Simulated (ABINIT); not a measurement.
# MgSiSe3 (Pm-3m): zone-centre phonons, part 3 of 4

Aim: the zone-centre modes of MgSiSe3 (Pm-3m).

ABINIT 10.8.3; DFT LDA, scalar-relativistic, plane waves, HGH norm-conserving pseudopotentials.

So far. Step 4 (Relaxation): The volume changes by -0.4 % in this run and stands +6.2 % from the first cell. Step 6 (Zone-centre response): The acoustic modes at Γ come out as far as 0.6 cm⁻¹ from zero, where they should vanish, a small numerical error. The lowest optical mode is imaginary, 142i cm⁻¹, an instability at this level and on this k mesh. The relaxed cell has a = 4.759 Å (conventional setting).

The structure was built from a prototype and need not be the compound's stable phase.

## (7) Zone-centre analysis

anaddb reads the merged derivatives and imposes the acoustic sum rule.

The input, anaddb.abi:

```
ddb_filepath "gamma_DDB"
output_file "anaddb.abo"
outdata_prefix "anaddb"
asr 1
chneut 1
enunit 2
eivec 1
nph1l 1
qph1l 0.0 0.0 0.0 1.0
```

The input, mrgddb.in:

```
gamma_DDB
merged
2
dfpt_gammao_DDB
gso_DDB
```

Command:

```bash
$ mrgddb < mrgddb.in > mrgddb.log
$ OMP_NUM_THREADS=1 anaddb anaddb.abi > anaddb.log
```

anaddb.abo, the main output file:

```text
-outvars_anaddb: echo values of input variables ----------------------

 Miscellaneous information :
      enunit         2
       eivec         1
         asr         1
 First list of wavevector (reduced coord.) :
       nph1l         1
       qph1l
                     0.00000000E+00  0.00000000E+00  0.00000000E+00    1.000E+00

================================================================================

 read the DDB information and perform some checks

  ==== Info on the Cryst% object ====
 Real(R)+Recip(G) space primitive vectors, cartesian coordinates (Bohr,Bohr^-1):
 R(1)=  8.9929562  0.0000000  0.0000000  G(1)=  0.1111981  0.0000000  0.0000000
 R(2)=  0.0000000  8.9929562  0.0000000  G(2)=  0.0000000  0.1111981  0.0000000
 R(3)=  0.0000000  0.0000000  8.9929562  G(3)=  0.0000000  0.0000000  0.1111981
 Unit cell volume ucvol=  7.2728969E+02 bohr^3
 Angles (23,13,12)=  9.00000000E+01  9.00000000E+01  9.00000000E+01 degrees
 Time-reversal symmetry is present
 Reduced atomic positions [iatom, xred, symbol]:
    1)    0.0000000  0.0000000  0.0000000  Mg
    2)    0.5000000  0.5000000  0.5000000  Si
    3)    0.5000000  0.5000000  0.0000000  Se
    4)    0.5000000  0.0000000  0.5000000  Se
    5)    0.0000000  0.5000000  0.5000000  Se

 DDB file with 3 blocks has been read.

================================================================================

 Treat the first list of vectors

  Phonon wavevector (reduced coordinates) :  0.00000  0.00000  0.00000
 Phonon energies in Hartree :
  -6.449852E-04 -6.449852E-04 -6.449852E-04 -6.434172E-04 -6.434172E-04
  -6.434172E-04 -2.467834E-04 -2.467834E-04 -2.467834E-04  0.000000E+00
   0.000000E+00  0.000000E+00  1.179707E-03  1.179707E-03  1.179707E-03
 Phonon energies in meV     :
- -1.755094E+01 -1.755094E+01 -1.755094E+01 -1.750827E+01 -1.750827E+01
- -1.750827E+01 -6.715318E+00 -6.715318E+00 -6.715318E+00  0.000000E+00
-  0.000000E+00  0.000000E+00  3.210145E+01  3.210145E+01  3.210145E+01
 Phonon frequencies in cm-1    :
- -1.415579E+02 -1.415579E+02 -1.415579E+02 -1.412137E+02 -1.412137E+02
- -1.412137E+02 -5.416270E+01 -5.416270E+01 -5.416270E+01  0.000000E+00
-  0.000000E+00  0.000000E+00  2.589157E+02  2.589157E+02  2.589157E+02
 Phonon frequencies in Thz     :
- -4.243799E+00 -4.243799E+00 -4.243799E+00 -4.233482E+00 -4.233482E+00
- -4.233482E+00 -1.623757E+00 -1.623757E+00 -1.623757E+00  0.000000E+00
-  0.000000E+00  0.000000E+00  7.762096E+00  7.762096E+00  7.762096E+00
 Phonon energies in Kelvin  :
- -2.036702E+02 -2.036702E+02 -2.036702E+02 -2.031751E+02 -2.031751E+02
- -2.031751E+02 -7.792803E+01 -7.792803E+01 -7.792803E+01  0.000000E+00
-  0.000000E+00  0.000000E+00  3.725219E+02  3.725219E+02  3.725219E+02

 Eigendisplacements
 (will be given, for each mode : in cartesian coordinates
   for each atom the real part of the displacement vector,
   then the imaginary part of the displacement vector - absolute values smaller than 1.0d-7 are set to zero)
  Mode number    1   Energy   -6.449852E-04
 Attention : low frequency mode.
   (Could be unstable or acoustic mode)
-  1  0.00000000E+00  0.00000000E+00  4.11467525E-03
-     0.00000000E+00  0.00000000E+00  0.00000000E+00
-  2  0.00000000E+00  0.00000000E+00  8.33969883E-04
-     0.00000000E+00  0.00000000E+00  0.00000000E+00
-  3  0.00000000E+00  0.00000000E+00  1.49352985E-04
-     0.00000000E+00  0.00000000E+00  0.00000000E+00
-  4  0.00000000E+00  0.00000000E+00 -8.56274519E-04
-     0.00000000E+00  0.00000000E+00  0.00000000E+00
-  5  0.00000000E+00  0.00000000E+00 -8.56274519E-04
-     0.00000000E+00  0.00000000E+00  0.00000000E+00
  Mode number    2   Energy   -6.449852E-04
 Attention : low frequency mode.
   (Could be unstable or acoustic mode)
-  1  0.00000000E+00 -4.11467525E-03  0.00000000E+00
-     0.00000000E+00  0.00000000E+00  0.00000000E+00
-  2  0.00000000E+00 -8.33969883E-04  0.00000000E+00
-     0.00000000E+00  0.00000000E+00  0.00000000E+00
-  3  0.00000000E+00  8.56274519E-04  0.00000000E+00
-     0.00000000E+00  0.00000000E+00  0.00000000E+00
-  4  0.00000000E+00 -1.49352985E-04  0.00000000E+00
-     0.00000000E+00  0.00000000E+00  0.00000000E+00
-  5  0.00000000E+00  8.56274519E-04  0.00000000E+00
-     0.00000000E+00  0.00000000E+00  0.00000000E+00
  Mode number    3   Energy   -6.449852E-04
 Attention : low frequency mode.
   (Could be unstable or acoustic mode)
-  1  4.11467525E-03  0.00000000E+00  0.00000000E+00
-     0.00000000E+00  0.00000000E+00  0.00000000E+00
-  2  8.33969883E-04  0.00000000E+00  0.00000000E+00
-     0.00000000E+00  0.00000000E+00  0.00000000E+00
-  3 -8.56274519E-04  0.00000000E+00  0.00000000E+00
-     0.00000000E+00  0.00000000E+00  0.00000000E+00
-  4 -8.56274519E-04  0.00000000E+00  0.00000000E+00
-     0.00000000E+00  0.00000000E+00  0.00000000E+00
-  5  1.49352985E-04  0.00000000E+00  0.00000000E+00
-     0.00000000E+00  0.00000000E+00  0.00000000E+00
  Mode number    4   Energy   -6.434172E-04
 Attention : low frequency mode.
   (Could be unstable or acoustic mode)
-  1  0.00000000E+00  0.00000000E+00  0.00000000E+00
-     0.00000000E+00  0.00000000E+00  0.00000000E+00
-  2  0.00000000E+00  0.00000000E+00  0.00000000E+00
-     0.00000000E+00  0.00000000E+00  0.00000000E+00
-  3  0.00000000E+00  0.00000000E+00  0.00000000E+00
-     0.00000000E+00  0.00000000E+00  0.00000000E+00
-  4  0.00000000E+00  0.00000000E+00  1.86380890E-03
-     0.00000000E+00  0.00000000E+00  0.00000000E+00
-  5  0.00000000E+00  0.00000000E+00 -1.86380890E-03
-     0.00000000E+00  0.00000000E+00  0.00000000E+00
  Mode number    5   Energy   -6.434172E-04
 Attention : low frequency mode.
   (Could be unstable or acoustic mode)
-  1  0.00000000E+00  0.00000000E+00  0.00000000E+00
-     0.00000000E+00  0.00000000E+00  0.00000000E+00
-  2  0.00000000E+00  0.00000000E+00  0.00000000E+00
-     0.00000000E+00  0.00000000E+00  0.00000000E+00
-  3  0.00000000E+00 -1.86380890E-03  0.00000000E+00
-     0.00000000E+00  0.00000000E+00  0.00000000E+00
-  4  0.00000000E+00  0.00000000E+00  0.00000000E+00
-     0.00000000E+00  0.00000000E+00  0.00000000E+00
-  5  0.00000000E+00  1.86380890E-03  0.00000000E+00
-     0.00000000E+00  0.00000000E+00  0.00000000E+00
  Mode number    6   Energy   -6.434172E-04
 Attention : low frequency mode.
   (Could be unstable or acoustic mode)
-  1  0.00000000E+00  0.00000000E+00  0.00000000E+00
-     0.00000000E+00  0.00000000E+00  0.00000000E+00
-  2  0.00000000E+00  0.00000000E+00  0.00000000E+00
-     0.00000000E+00  0.00000000E+00  0.00000000E+00
-  3  1.86380890E-03  0.00000000E+00  0.00000000E+00
-     0.00000000E+00  0.00000000E+00  0.00000000E+00
-  4 -1.86380890E-03  0.00000000E+00  0.00000000E+00
-     0.00000000E+00  0.00000000E+00  0.00000000E+00
-  5  0.00000000E+00  0.00000000E+00  0.00000000E+00
-     0.00000000E+00  0.00000000E+00  0.00000000E+00
  Mode number    7   Energy   -2.467834E-04
 Attention : low frequency mode.
   (Could be unstable or acoustic mode)
-  1  0.00000000E+00  0.00000000E+00 -1.93443926E-03
-     0.00000000E+00  0.00000000E+00  0.00000000E+00
-  2  0.00000000E+00  0.00000000E+00  2.81761882E-03
-     0.00000000E+00  0.00000000E+00  0.00000000E+00
-  3  0.00000000E+00  0.00000000E+00  1.25884168E-03
-     0.00000000E+00  0.00000000E+00  0.00000000E+00
-  4  0.00000000E+00  0.00000000E+00 -8.32823921E-04
-     0.00000000E+00  0.00000000E+00  0.00000000E+00
-  5  0.00000000E+00  0.00000000E+00 -8.32823921E-04
-     0.00000000E+00  0.00000000E+00  0.00000000E+00
  Mode number    8   Energy   -2.467834E-04
 Attention : low frequency mode.
   (Could be unstable or acoustic mode)
-  1  0.00000000E+00 -1.93443926E-03  0.00000000E+00
-     0.00000000E+00  0.00000000E+00  0.00000000E+00
-  2  0.00000000E+00  2.81761882E-03  0.00000000E+00
-     0.00000000E+00  0.00000000E+00  0.00000000E+00
-  3  0.00000000E+00 -8.32823921E-04  0.00000000E+00
-     0.00000000E+00  0.00000000E+00  0.00000000E+00
-  4  0.00000000E+00  1.25884168E-03  0.00000000E+00
-     0.00000000E+00  0.00000000E+00  0.00000000E+00
-  5  0.00000000E+00 -8.32823921E-04  0.00000000E+00
-     0.00000000E+00  0.00000000E+00  0.00000000E+00
  Mode number    9   Energy   -2.467834E-04
 Attention : low frequency mode.
   (Could be unstable or acoustic mode)
-  1  1.93443926E-03  0.00000000E+00  0.00000000E+00
-     0.00000000E+00  0.00000000E+00  0.00000000E+00
-  2 -2.81761882E-03  0.00000000E+00  0.00000000E+00
-     0.00000000E+00  0.00000000E+00  0.00000000E+00
-  3  8.32823921E-04  0.00000000E+00  0.00000000E+00
-     0.00000000E+00  0.00000000E+00  0.00000000E+00
-  4  8.32823921E-04  0.00000000E+00  0.00000000E+00
-     0.00000000E+00  0.00000000E+00  0.00000000E+00
-  5 -1.25884168E-03  0.00000000E+00  0.00000000E+00
-     0.00000000E+00  0.00000000E+00  0.00000000E+00
  Mode number   10   Energy    0.000000E+00
 Attention : low frequency mode.
   (Could be unstable or acoustic mode)
-  1  0.00000000E+00  0.00000000E+00  1.37709280E-03
-     0.00000000E+00  0.00000000E+00  0.00000000E+00
-  2  0.00000000E+00  0.00000000E+00  1.37713577E-03
-     0.00000000E+00  0.00000000E+00  0.00000000E+00
-  3  0.00000000E+00  0.00000000E+00  1.37711879E-03
-     0.00000000E+00  0.00000000E+00  0.00000000E+00
-  4  0.00000000E+00  0.00000000E+00  1.37709928E-03
-     0.00000000E+00  0.00000000E+00  0.00000000E+00
-  5  0.00000000E+00  0.00000000E+00  1.37709928E-03
-     0.00000000E+00  0.00000000E+00  0.00000000E+00
  Mode number   11   Energy    0.000000E+00
 Attention : low frequency mode.
   (Could be unstable or acoustic mode)
-  1  0.00000000E+00  1.37709280E-03  0.00000000E+00
-     0.00000000E+00  0.00000000E+00  0.00000000E+00
-  2  0.00000000E+00  1.37713577E-03  0.00000000E+00
-     0.00000000E+00  0.00000000E+00  0.00000000E+00
-  3  0.00000000E+00  1.37709928E-03  0.00000000E+00
-     0.00000000E+00  0.00000000E+00  0.00000000E+00
-  4  0.00000000E+00  1.37711879E-03  0.00000000E+00
-     0.00000000E+00  0.00000000E+00  0.00000000E+00
-  5  0.00000000E+00  1.37709928E-03  0.00000000E+00
-     0.00000000E+00  0.00000000E+00  0.00000000E+00
  Mode number   12   Energy    0.000000E+00
 Attention : low frequency mode.
   (Could be unstable or acoustic mode)
-  1  1.37709280E-03  0.00000000E+00  0.00000000E+00
-     0.00000000E+00  0.00000000E+00  0.00000000E+00
-  2  1.37713577E-03  0.00000000E+00  0.00000000E+00
-     0.00000000E+00  0.00000000E+00  0.00000000E+00
-  3  1.37709928E-03  0.00000000E+00  0.00000000E+00
-     0.00000000E+00  0.00000000E+00  0.00000000E+00
-  4  1.37709928E-03  0.00000000E+00  0.00000000E+00
-     0.00000000E+00  0.00000000E+00  0.00000000E+00
-  5  1.37711879E-03  0.00000000E+00  0.00000000E+00
-     0.00000000E+00  0.00000000E+00  0.00000000E+00
  Mode number   13   Energy    1.179707E-03
-  1  0.00000000E+00  0.00000000E+00  4.08477284E-05
-     0.00000000E+00  0.00000000E+00  0.00000000E+00
-  2  0.00000000E+00  0.00000000E+00  3.00025186E-03
-     0.00000000E+00  0.00000000E+00  0.00000000E+00
-  3  0.00000000E+00  0.00000000E+00 -1.85583468E-03
-     0.00000000E+00  0.00000000E+00  0.00000000E+00
-  4  0.00000000E+00  0.00000000E+00  3.88045702E-04
-     0.00000000E+00  0.00000000E+00  0.00000000E+00
-  5  0.00000000E+00  0.00000000E+00  3.88045702E-04
-     0.00000000E+00  0.00000000E+00  0.00000000E+00
  Mode number   14   Energy    1.179707E-03
-  1  0.00000000E+00 -4.08477284E-05  0.00000000E+00
-     0.00000000E+00  0.00000000E+00  0.00000000E+00
-  2  0.00000000E+00 -3.00025186E-03  0.00000000E+00
-     0.00000000E+00  0.00000000E+00  0.00000000E+00
-  3  0.00000000E+00 -3.88045702E-04  0.00000000E+00
-     0.00000000E+00  0.00000000E+00  0.00000000E+00
-  4  0.00000000E+00  1.85583468E-03  0.00000000E+00
-     0.00000000E+00  0.00000000E+00  0.00000000E+00
-  5  0.00000000E+00 -3.88045702E-04  0.00000000E+00
-     0.00000000E+00  0.00000000E+00  0.00000000E+00
  Mode number   15   Energy    1.179707E-03
-  1  4.08477284E-05  0.00000000E+00  0.00000000E+00
-     0.00000000E+00  0.00000000E+00  0.00000000E+00
-  2  3.00025186E-03  0.00000000E+00  0.00000000E+00
-     0.00000000E+00  0.00000000E+00  0.00000000E+00
-  3  3.88045702E-04  0.00000000E+00  0.00000000E+00
-     0.00000000E+00  0.00000000E+00  0.00000000E+00
-  4  3.88045702E-04  0.00000000E+00  0.00000000E+00
-     0.00000000E+00  0.00000000E+00  0.00000000E+00
-  5 -1.85583468E-03  0.00000000E+00  0.00000000E+00
-     0.00000000E+00  0.00000000E+00  0.00000000E+00

 Analysis of degeneracies and characters (maximum tolerance=1.00E-06 a.u.)
 For each vibration mode, or group of modes if degenerate,
 the characters are given for each symmetry operation (see the list in the log file).
 Symmetry characters of vibration mode #   1
       degenerate with vibration modes #   2 to    3
  3.0 -3.0 -1.0  1.0 -1.0  1.0 -1.0  1.0  1.0 -1.0 -1.0  1.0  1.0 -1.0 -1.0  1.0
  0.0 -0.0  0.0 -0.0 -0.0  0.0 -0.0  0.0  1.0 -1.0 -1.0  1.0 -1.0  1.0  1.0 -1.0
  0.0 -0.0 -0.0  0.0 -0.0  0.0  0.0 -0.0  1.0 -1.0  1.0 -1.0 -1.0  1.0 -1.0  1.0
 Symmetry characters of vibration mode #   4
       degenerate with vibration modes #   5 to    6
  3.0 -3.0 -1.0  1.0 -1.0  1.0 -1.0  1.0 -1.0  1.0  1.0 -1.0 -1.0  1.0  1.0 -1.0
 -0.0  0.0 -0.0  0.0  0.0 -0.0  0.0 -0.0 -1.0  1.0  1.0 -1.0  1.0 -1.0 -1.0  1.0
 -0.0  0.0  0.0 -0.0  0.0 -0.0 -0.0  0.0 -1.0  1.0 -1.0  1.0  1.0 -1.0  1.0 -1.0
 Symmetry characters of vibration mode #   7
       degenerate with vibration modes #   8 to    9
  3.0 -3.0 -1.0  1.0 -1.0  1.0 -1.0  1.0  1.0 -1.0 -1.0  1.0  1.0 -1.0 -1.0  1.0
  0.0 -0.0  0.0 -0.0 -0.0  0.0 -0.0  0.0  1.0 -1.0 -1.0  1.0 -1.0  1.0  1.0 -1.0
  0.0 -0.0 -0.0  0.0 -0.0  0.0  0.0 -0.0  1.0 -1.0  1.0 -1.0 -1.0  1.0 -1.0  1.0
 Symmetry characters of vibration mode #  10
       degenerate with vibration modes #  11 to   12
  3.0 -3.0 -1.0  1.0 -1.0  1.0 -1.0  1.0  1.0 -1.0 -1.0  1.0  1.0 -1.0 -1.0  1.0
 -0.0  0.0 -0.0  0.0  0.0 -0.0  0.0 -0.0  1.0 -1.0 -1.0  1.0 -1.0  1.0  1.0 -1.0
 -0.0  0.0  0.0 -0.0  0.0 -0.0 -0.0  0.0  1.0 -1.0  1.0 -1.0 -1.0  1.0 -1.0  1.0
 Symmetry characters of vibration mode #  13
       degenerate with vibration modes #  14 to   15
  3.0 -3.0 -1.0  1.0 -1.0  1.0 -1.0  1.0  1.0 -1.0 -1.0  1.0  1.0 -1.0 -1.0  1.0
  0.0 -0.0  0.0 -0.0 -0.0  0.0 -0.0  0.0  1.0 -1.0 -1.0  1.0 -1.0  1.0  1.0 -1.0
  0.0 -0.0 -0.0  0.0 -0.0  0.0  0.0 -0.0  1.0 -1.0  1.0 -1.0 -1.0  1.0 -1.0  1.0
-
```

Elapsed: 0.58 s, on 1 thread of Arm Neoverse N1, shared host.

No LO-TO term; unit eigenvectors of the mass-weighted matrix, from anaddb's displacements. The modes at Γ (shares of kinetic energy by element, %) (negative means imaginary):

| mode | frequency (cm⁻¹) | Mg % | Si % | Se % |
| --- | --- | --- | --- | --- |
| 1 | -141.6 | 75 | 4 | 21 |
| 2 | -141.6 | 75 | 4 | 21 |
| 3 | -141.6 | 75 | 4 | 21 |
| 4 | -141.2 | 0 | 0 | 100 |
| 5 | -141.2 | 0 | 0 | 100 |
| 6 | -141.2 | 0 | 0 | 100 |
| 7 | -54.2 | 17 | 41 | 43 |
| 8 | -54.2 | 17 | 41 | 43 |
| 9 | -54.2 | 17 | 41 | 43 |
| 10 | 0.0 | 8 | 10 | 82 |
| 11 | 0.0 | 8 | 10 | 82 |
| 12 | 0.0 | 8 | 10 | 82 |
| 13 | 258.9 | 0 | 46 | 54 |
| 14 | 258.9 | 0 | 46 | 54 |
| 15 | 258.9 | 0 | 46 | 54 |

Displacements in mode 3 (-141.6 cm⁻¹), the largest set to 1:
```
Mg1  1.00  0.00  0.00
Si2  0.20  0.00  0.00
Se3 -0.21  0.00  0.00
Se4 -0.21  0.00  0.00
Se5  0.04  0.00  0.00
```

Displacements in mode 6 (-141.2 cm⁻¹), the largest set to 1:
```
Mg1  0.00  0.00  0.00
Si2  0.00  0.00  0.00
Se3  1.00  0.00  0.00
Se4 -1.00  0.00  0.00
Se5  0.00  0.00  0.00
```

The rule moves no optical mode by more than 0.1 cm⁻¹.

(Part 3 of 4 ends here.)

[Host names and launcher messages were left out of these logs when they were recorded.]

[Logs are printed without paths, hosts, clocks, repeated set-up lines and the standing remarks that a program may print on its own settings, such as how far it seeks lower states.]

[Hosts, paths, dates, database ids (printed as entryN), source tags and the programs' standing remarks are cut or masked in the printed files.]
